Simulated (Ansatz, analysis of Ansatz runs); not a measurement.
# Can an added hole hop between O atoms in V2O5 (Pmmn)?

Question: does an added hole stay on the O atom where it is started in V2O5 (Pmmn), and if so, how high is the barrier for a hop to another O site nearby? Model: a cell of 84 host atoms.

Calculated with Ansatz 0.2.0; plane-wave PAW DFT, PBEsol+U; relaxation of all atoms of a supercell at fixed charge in a uniform background; PAW set soft_1.

This is a report of a sequence of runs, with most program output left out.

## Step 1: Set-up

The cell holds 84 atoms: 24 V and 60 O. Its edges and angles: a = 10.616 Å, b = 11.511 Å, c = 8.746 Å, α = 90.0°, β = 90.0°, γ = 90.0°. It derives from V2O5 (space group Pmmn). Nearest the centre at fractional (0.583, 0.336, 0.870): O51 at 1.48 Å, O64 at 1.48 Å, V30 at 1.86 Å, O49 at 2.28 Å, O38 at 2.39 Å, V71 at 2.42 Å, O76 at 2.53 Å, V44 at 2.89 Å.

Hubbard terms: O p 6.0 eV. They were chosen, not fitted, to curb self-interaction in the shells named, the trial site's among them. The two sites are O51 and O64. The cell's shortest repeat is 8.7 Å.

## Step 2: The cell without the carrier

The neutral cell is relaxed first, from small random displacements, so that bond lengths and moments with the carrier can be set beside those of a relaxed cell without it.

File neutral.relax/input.yaml:

```yaml
crystal:
  lattice:
    - [10.61629384, 0.0, 0.0]
    - [0.0, 11.51078063, 0.0]
    - [0.0, 0.0, 8.74607301]
  atoms:
    - { symbol: V, position: [0.0, 0.148614, 0.443711] }
    - { symbol: V, position: [0.166667, 0.351386, 0.056289] }
    - { symbol: V, position: [0.166667, 0.648614, 0.056289] }
    - { symbol: V, position: [0.0, 0.851386, 0.443711] }
    - { symbol: O, position: [0.0, 0.0, 0.496797] }
    - { symbol: O, position: [0.0, 0.146271, 0.263394] }
    - { symbol: O, position: [0.166667, 0.181562, 0.496826] }
    - { symbol: O, position: [0.0, 0.318438, 0.003174] }
[... 72 atom lines left out ...]
    - { symbol: O, position: [0.833333, 0.646271, 0.736606] }
    - { symbol: O, position: [0.666667, 0.681562, 0.503174] }
    - { symbol: O, position: [0.833333, 0.818438, 0.996826] }
    - { symbol: O, position: [0.666667, 0.853729, 0.763394] }
basis:
  ecutwfc: 420
  xc_grid: 2
hamiltonian:
  xc: pbesol
  hubbard:
    sites: [{ species: O, l: p, u_eff: 6.0 }]
    projectors: ortho-atomic
  pseudopotentials: { kind: paw, azcp: { folder: soft_1 }, xc_functional: pbe }
kpoints:
  mp_grid: { grid: [1, 1, 1] }
scf:
  occupations: { method: fermi_dirac, width: 0.01 }
  max_iter: 120
  lower_state_search: "off"
output:
  forces: true
relax:
  f_tol: 0.02
  max_steps: 70
  random_displacement: { amplitude: 0.04, seed: 9566 }
checkpoint:
  write: "../neutral.relax.run"
  compress: false
  write_wavefunctions: true
  write_every: 100000
```

Command:

```bash
$ ansatz run input.yaml --threads 8 --pin off --max-ram 17899MiB --backend cpu --events-out ev --progress --plain --runs-dir out
```

Wall time 62 s (8 threads of Arm Neoverse V2, shared host); peak memory 1.6 GiB; 7.2 min of CPU time.

The largest displacement from an ideal site is 0.039 Å.

## Step 3: The hole on the first site

The nearest neighbour or neighbours of the site start displaced and the site's starting moment is changed by the carrier's spin, since a carrier doesn't trap itself in the undistorted lattice.

File A.relax/input.yaml:

```yaml
crystal:
  lattice:
    - [10.61629384, 0.0, 0.0]
    - [0.0, 11.51078063, 0.0]
    - [0.0, 0.0, 8.74607301]
  atoms:
    - { symbol: V, position: [-4.9e-05, 0.14925, 0.444226] }
    - { symbol: V, position: [0.166414, 0.350803, 0.056859] }
    - { symbol: V, position: [0.166496, 0.649001, 0.056873] }
    - { symbol: V, position: [-9.0e-06, 0.851063, 0.444197] }
    - { symbol: O, position: [-4.0e-05, 0.000182, 0.492965] }
    - { symbol: O, position: [-4.2e-05, 0.148352, 0.264861] }
    - { symbol: O, position: [0.166639, 0.183013, 0.494126] }
    - { symbol: O, position: [-0.000216, 0.317015, 0.006783] }
[... 72 atom lines left out ...]
    - { symbol: O, position: [0.833448, 0.648261, 0.736348] }
    - { symbol: O, position: [0.666654, 0.683009, 0.507146] }
    - { symbol: O, position: [0.833127, 0.817081, 0.994027] }
    - { symbol: O, position: [0.666371, 0.851745, 0.76478] }
total_charge: 1
basis:
  ecutwfc: 420
  xc_grid: 2
hamiltonian:
  xc: pbesol
  hubbard:
    sites: [{ species: O, l: p, u_eff: 6.0 }]
    projectors: ortho-atomic
  pseudopotentials: { kind: paw, azcp: { folder: soft_1 }, xc_functional: pbe }
kpoints:
  mp_grid: { grid: [1, 1, 1] }
magnetization:
  spin_polarized: true
  initial_magnetization: 1
  spin_locking: { lock_magnetization: hard }
scf:
  occupations: { method: fermi_dirac, width: 0.01 }
  max_iter: 120
  lower_state_search: "off"
output:
  forces: true
relax:
  f_tol: 0.015
  max_steps: 70
  escape_saddle: false
checkpoint:
  write: "../A.relax.run"
  compress: false
  write_wavefunctions: true
  write_every: 100000
```

Wall time 3.5 min (8 threads); peak memory 2.6 GiB.

Step by step:

```tsv
step	energy less that of the first step (eV)	largest force component (eV/Å)
1	0.0000	2.5393
2	-0.3168	1.4526
3	-0.4733	0.4515
4	-0.5059	0.3490
5	-0.5305	0.2117
6	-0.5366	0.0582
7	-0.5384	0.0525
8	-0.5316	0.1942
9	-0.5395	0.0314
10	-0.5396	0.0353
11	-0.5372	0.1246
12	-0.5398	0.0076
```

Relaxation steps 8, 11 were tried and not accepted.

The atoms that moved most (Å):

```tsv
atom	dx	dy	dz	length
O51	0.000	0.009	-0.240	0.240
O37	0.000	0.046	0.222	0.227
O78	-0.009	-0.004	-0.216	0.217
O50	0.007	-0.004	-0.215	0.215
V44	-0.001	0.040	-0.201	0.205
V30	0.001	0.002	0.179	0.179
O79	-0.117	0.004	-0.110	0.161
O23	0.114	0.005	-0.110	0.159
```

The moves above count from the input, in which the site's nearest neighbours were already displaced; the distances below compare with the cell without the carrier.

Distances from O51 without and with the hole:

```tsv
atom	without (Å)	with (Å)
V44	1.57	1.78
O52	2.62	2.43
O78	2.70	2.68
O50	2.70	2.68
```

The largest changes of the moments are 0.81 μB on O51, 0.21 μB on O52 and -0.21 μB on V44. The largest part sits on the chosen site.

## Step 4: The hole on the second site

The same start is made on the second site, to get the end of the hop.

File B.relax/input.yaml:

```yaml
crystal:
  lattice:
    - [10.61629384, 0.0, 0.0]
    - [0.0, 11.51078063, 0.0]
    - [0.0, 0.0, 8.74607301]
  atoms:
    - { symbol: V, position: [-4.9e-05, 0.14925, 0.444226] }
    - { symbol: V, position: [0.166414, 0.350803, 0.056859] }
[... 27 atom lines left out ...]
    - { symbol: V, position: [0.477467, 0.355293, 0.063766] }
[... 7 atom lines left out ...]
    - { symbol: O, position: [0.499806, 0.49987, 0.008041] }
[... 10 atom lines left out ...]
    - { symbol: O, position: [0.49982, 0.182873, 0.993758] }
[... 1 atom line left out ...]
    - { symbol: O, position: [0.499874, 0.352062, 0.736256] }
[... 12 atom lines left out ...]
    - { symbol: O, position: [0.66651, 0.317018, 0.006913], spin: 1.0 }
[... 11 atom lines left out ...]
    - { symbol: O, position: [0.666595, 0.148019, 0.764594] }
[... 7 atom lines left out ...]
    - { symbol: O, position: [0.666371, 0.851745, 0.76478] }
total_charge: 1
basis:
  ecutwfc: 420
  xc_grid: 2
hamiltonian:
  xc: pbesol
  hubbard:
    sites: [{ species: O, l: p, u_eff: 6.0 }]
    projectors: ortho-atomic
  pseudopotentials: { kind: paw, azcp: { folder: soft_1 }, xc_functional: pbe }
kpoints:
  mp_grid: { grid: [1, 1, 1] }
magnetization:
  spin_polarized: true
  initial_magnetization: 1
  spin_locking: { lock_magnetization: hard }
scf:
  occupations: { method: fermi_dirac, width: 0.01 }
  max_iter: 120
  lower_state_search: "off"
output:
  forces: true
relax:
  f_tol: 0.015
  max_steps: 70
  escape_saddle: false
checkpoint:
  write: "../B.relax.run"
  compress: false
  write_wavefunctions: true
  write_every: 100000
```

Run time: 4.1 min. Hardware: 8 threads; peak memory 2.6 GiB.

Distances from O64 without and with the hole:

```tsv
atom	without (Å)	with (Å)
V58	1.86	1.95
V30	1.86	1.95
V71	2.01	2.21
O49	2.35	2.40
O77	2.35	2.40
```

The largest changes of the moments are 0.78 μB on O64, 0.12 μB on O65 and 0.12 μB on O37. The largest part sits on the chosen site.

[end of part 1 of 2]

[Logs are printed without paths, hosts, clocks, repeated set-up lines and the standing remarks that a program may print on its own settings, such as how far it seeks lower states.]

[Hosts, paths, dates, database ids (printed as entryN), source tags and the programs' standing remarks are cut or masked in the printed files.]
